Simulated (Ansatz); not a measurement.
The compound is Cs2MoF4 (started from the K2NiF4 type) (I4/mmm).

The structure was built from a prototype and need not be the compound's stable phase.

The structure is tetragonal, space group I4/mmm (No. 139). Conventional cell: a = 4.180 Å, b = 4.180 Å, c = 14.304 Å, α = 90.00°, β = 90.00°, γ = 90.00°. Nearest to Cs lie 9 F at 2.92 to 2.97 Å. Mo has 6 F at 2.09 to 2.12 Å nearest. Nearest to F lie 2 Mo at 2.09 Å and 4 Cs at 2.97 Å. F has 1 Mo at 2.12 Å and 5 Cs at 2.92 to 2.96 Å nearest. Farther neighbours and most contacts between anions are not listed.

```xyz
7
Lattice="2.0902 -2.0902 7.1522 -2.0902 2.0902 7.1522 -2.0902 -2.0902 -7.1522" Properties=species:S:1:pos:R:3 pbc="T T T"
Cs    0.0000    0.0000    5.0403
Cs    0.0000    0.0000    9.2641
Mo    0.0000    0.0000    0.0000
F    -2.0902    0.0000    0.0000
F     0.0000   -2.0902    0.0000
F     0.0000    0.0000    2.1226
F     0.0000    0.0000   12.1818
```

The structure was relaxed with LDA. The structure type comes from a generator and need not be one that this composition takes. The structure was generated from a model, not taken from a measurement. The runs that relaxed it are not among those shown. The program's search for lower electronic states was switched off, so nothing shows that the state found is the lowest. Spin-orbit coupling is left out unless a run names it. PAW set soft_2, made with PBE.

A constrained-RPA run (Ansatz 0.2.0; non-magnetic LDA; Mo t2g, bands v2 to c1, 4×4×4 mesh, medium accuracy) builds 3 functions on bands 1.9 eV wide, with 4.0 electrons in the window. The bare on-site interaction is 12.6 eV and the bare J 0.49 eV.

Question: What U and J survive the screening?

On the Mo t2g shell, U = 4.20 eV (33 % of the bare value), U′ = 3.50 eV, J = 0.34 eV.

The parent state is non-magnetic and the interaction static (zero frequency); U depends on the window and the orbitals, so it belongs to this model alone.

[Paths, hosts, dates, memory and timing lines, banners, echoed tables and standing remarks are left out of the program output.]

[Logs are printed without paths, hosts, clocks, repeated set-up lines and the standing remarks that a program may print on its own settings, such as how far it seeks lower states.]

[Runs of the session that timed out or met a known fault of the program may be left out.]

[Hosts, paths, dates, database ids (printed as entryN), source tags and the programs' standing remarks are cut or masked in the printed files.]
